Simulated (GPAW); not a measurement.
# Work function of Li/Al(100) at several levels, part 2 of 2

Wanted: work functions and dipole of Li/Al(100), with the cost of each level.

GPAW 26.7.0; GPAW, PAW setups; slab in vacuum, relaxation (the session's first sound run).

So far, upper work function (eV): step 2 (relaxing the atoms, PBE, GPAW) 3.73; step 5 (self-consistent run: xc = "vdW-DF2", GPAW, PAW setups, GPAW) 3.87; step 6 (self-consistent run: xc = "RPBE") 3.68; step 7 (OptPBE vdW: xc = "optPBE-vdW", GPAW, PAW setups, GPAW) 3.82; step 8 (self-consistent run: xc = "LDA") 3.81.

**9. Real-space grid: mode = "fd"**

A real-space grid is a second complete basis, so it checks the plane-wave result.

run.py

```python
import json
import numpy as np
from ase import Atoms
from gpaw import GPAW

slab = Atoms(
    ['Al', 'Al', 'Al', 'Al', 'Li'],
    positions=[
        [1.43189, 1.43189, 9.00000],
        [0.00000, 0.00000, 11.02500],
        [1.43189, 1.43189, 13.08023],
        [0.00000, 0.00000, 15.13047],
        [1.43189, 0.00000, 17.48545]],
    cell=[[2.86378, 0.0, 0.0], [0.0, 2.86378, 0.0], [0.0, 0.0, 26.26253]],
    pbc=[True, True, False])

slab.calc = GPAW(mode='fd', h=0.18, xc='PBE', kpts={'size': (11, 11, 1), 'gamma': True},
                 occupations={'name': 'fermi-dirac', 'width': 0.1}, nbands='300%',
                 convergence={'density': 1e-05}, maxiter=200,
                 poissonsolver={'dipolelayer': 'xy'},
                 symmetry={'tolerance': 1e-3}, txt='slab.txt')
result = {}
energy = slab.get_potential_energy()
fermi = slab.calc.get_fermi_level()
v = slab.calc.get_electrostatic_potential().mean((0, 1)) - fermi
n = slab.calc.get_pseudo_density().mean((0, 1))
L = slab.cell[2, 2]
z = np.arange(len(v)) * L / len(v)
low, high = slab.positions[:, 2].min(), slab.positions[:, 2].max()
below, above = np.interp([low - 6.8, high + 6.8], z, v)
slopes = [np.interp(x, z, np.gradient(v, z)) for x in (low - 6.8, high + 6.8)]
eps = np.array([[slab.calc.get_eigenvalues(k, s) for k in range(len(slab.calc.get_ibz_k_points()))]
                for s in range(slab.calc.get_number_of_spins())]) - fermi
top, bottom = eps[eps < 0].max(), eps[eps > 0].min()
dipole = slab.get_dipole_moment()[2]
print(f'energy {energy:.4f} eV, Fermi level {fermi:.4f} eV, dipole {dipole:.5f} e A')
print(f'potential 6.8 A off the faces, from the Fermi level: lower {below:.4f} eV, upper {above:.4f} eV')
print(f'slope of the potential there: lower {slopes[0]:.5f}, upper {slopes[1]:.5f} eV/A')
print(f'nearest levels on the mesh: {top:.4f} and {bottom:.4f} eV')
print('magnetic moment', round(slab.get_magnetic_moment(), 3))
result.update(energy=energy, fermi=fermi, dipole=dipole, below=below, above=above, slopes=slopes, edges=[top, bottom],
              z=z.tolist(), v=v.tolist(), n=n.tolist(), positions=slab.positions.tolist(),
              forces=slab.get_forces(apply_constraint=False).tolist(), moments=slab.get_magnetic_moments().tolist())
json.dump(result, open('result.json', 'w'))
```

Launch:

```console
> OMP_NUM_THREADS=1 OPENBLAS_NUM_THREADS=1 python run.py
```

Elapsed: 7.2 min, on 1 thread of Arm Neoverse N1, shared host; peak memory 0.75 GiB.

Numbers from this step:

```
dipole along the normal                    : 0.02751 e·Å
levels nearest the Fermi level on the mesh : -0.02153, 0.001910 eV from the Fermi level
upper work function                        : 3.725 eV
lower work function                        : 4.332 eV
```

The upper face's work function is 3.725 eV, against 3.725 eV in the first plane-wave PBE run at this geometry.

**10. Atomic orbitals: mode = "lcao"**

Atom-centred orbitals end a few angstrom from the surface, which tests how much the density's tail matters.

Edit run.py of step 9 so:

```diff
@@ -16,4 +16,4 @@
 
-slab.calc = GPAW(mode='fd', h=0.18, xc='PBE', kpts={'size': (11, 11, 1), 'gamma': True},
-                 occupations={'name': 'fermi-dirac', 'width': 0.1}, nbands='300%',
+slab.calc = GPAW(mode='lcao', basis='dzp', h=0.18, xc='PBE', kpts={'size': (11, 11, 1), 'gamma': True},
+                 occupations={'name': 'fermi-dirac', 'width': 0.1}, nbands='120%',
                  convergence={'density': 1e-05}, maxiter=200,
```

It took 24 min on 1 thread; peak memory 0.32 GiB.

Numbers from this step:

* dipole along the normal: 0.03683 e·Å
* levels nearest the Fermi level on the mesh: -0.004934, 0.002917 eV from the Fermi level
* upper work function: 3.493 eV
* lower work function: 4.306 eV

The electrostatic potential energy of an electron (without an applied field's), less the Fermi level, planar mean oscillates, so the rows of the table below give means over windows of 2.1 Å about each position, cut where the curve ends. Its maxima inside the range that stand out by 2 % of the span (Å: eV): 4.6: 4.31, 10.0: -2.10, 12.0: -1.82, 14.1: -1.91, 16.4: 1.27. Its minima: 9.0: -13.4, 11.0: -13.6, 13.0: -13.5, 15.1: -13.4, 17.5: -3.77.

Table of electrostatic potential energy of an electron (without an applied field's), less the Fermi level, planar mean by z; means over each step:

| z (Å) | electrostatic potential energy of an electron (without an applied field's), less the Fermi level, planar mean (eV) |
| --- | --- |
| 1.05 | 4.30 |
| 3.15 | 4.31 |
| 5.25 | 4.30 |
| 7.35 | 2.49 |
| 9.45 | -7.00 |
| 11.55 | -7.02 |
| 13.65 | -7.08 |
| 15.75 | -5.09 |
| 17.85 | -0.941 |
| 19.95 | 3.26 |
| 22.05 | 3.49 |
| 24.15 | 3.49 |

The upper face's work function is 3.493 eV, against 3.725 eV in the first plane-wave PBE run at this geometry.

**11. The ladder**

Times are for 1 thread of Arm Neoverse N1, shared host. Results by setting:

| no. | run | upper work function (eV) | lower work function (eV) | time | memory (GiB) |
| --- | --- | --- | --- | --- | --- |
| 1 | pw | 3.725 | 4.333 | 1.9 min | 0.23 |
| 2 | revPBE | 3.675 | 4.269 | 1.9 min | 0.23 |
| 3 | vdW DF2 | 3.874 | 4.497 | 4.6 min | 0.36 |
| 4 | RPBE | 3.680 | 4.269 | 1.9 min | 0.23 |
| 5 | optPBE vdW | 3.820 | 4.458 | 2.3 min | 0.36 |
| 6 | LDA | 3.807 | 4.480 | 1.9 min | 0.23 |
| 7 | fd | 3.725 | 4.332 | 7.2 min | 0.75 |
| 8 | lcao | 3.493 | 4.306 | 24 min | 0.32 |

**12. Side by side**

Results and costs are gathered.

This step: comparison of work functions, dipole and cost (GPAW 26.7.0).

Ladder, by row:

| step | code | work function, upper (eV) | work function, lower (eV) | dipole (e Å) | wall time (s) | peak memory (GiB) | threads |
| --- | --- | --- | --- | --- | --- | --- | --- |
| pw | GPAW | 3.725 | 4.333 | 0.0275 | 114.7 | 0.23 | 1 |
| revPBE | GPAW | 3.675 | 4.269 | 0.0269 | 113.3 | 0.23 | 1 |
| vdW-DF2 | GPAW | 3.874 | 4.497 | 0.02819 | 277.5 | 0.36 | 1 |
| RPBE | GPAW | 3.68 | 4.269 | 0.02666 | 112.7 | 0.23 | 1 |
| optPBE-vdW | GPAW | 3.82 | 4.458 | 0.02891 | 137.7 | 0.36 | 1 |
| LDA | GPAW | 3.807 | 4.48 | 0.03046 | 111.1 | 0.23 | 1 |
| fd | GPAW | 3.725 | 4.332 | 0.02751 | 430.8 | 0.75 | 1 |
| lcao | GPAW | 3.493 | 4.306 | 0.03683 | 1410 | 0.32 | 1 |

**13. Results**

| Property | Result |
| --- | --- |
| work function, upper and lower face | 3.725 and 4.333 eV |
| dipole along the normal | 0.0275 e Å |

**Reading.** With plane waves and PBE the work function is 3.73 eV on the upper face and 4.33 eV on the lower. The two faces differ by 0.61 eV, the step that the slab's dipole makes (e p/(ε0 A) gives 0.61 eV), so the dipole layer is needed. Over the sound runs of the table the upper face's work function spans 3.493 (lcao) to 3.874 eV (vdW-DF2). Atomic orbitals miss the plane-wave value by -0.23 eV, since they describe the tail of the density in the vacuum poorly. The cell of 8.20 Å² holds one Li, started on one chosen site; other sites and coverages weren't tried. The in-plane lattice was kept as typed, which isn't the functional's own and leaves some strain; spin-orbit coupling and temperature are left out.

[Logs are printed without paths, hosts, clocks, repeated set-up lines and the standing remarks that a program may print on its own settings, such as how far it seeks lower states.]

[Hosts, paths, dates, database ids (printed as entryN), source tags and the programs' standing remarks are cut or masked in the printed files.]
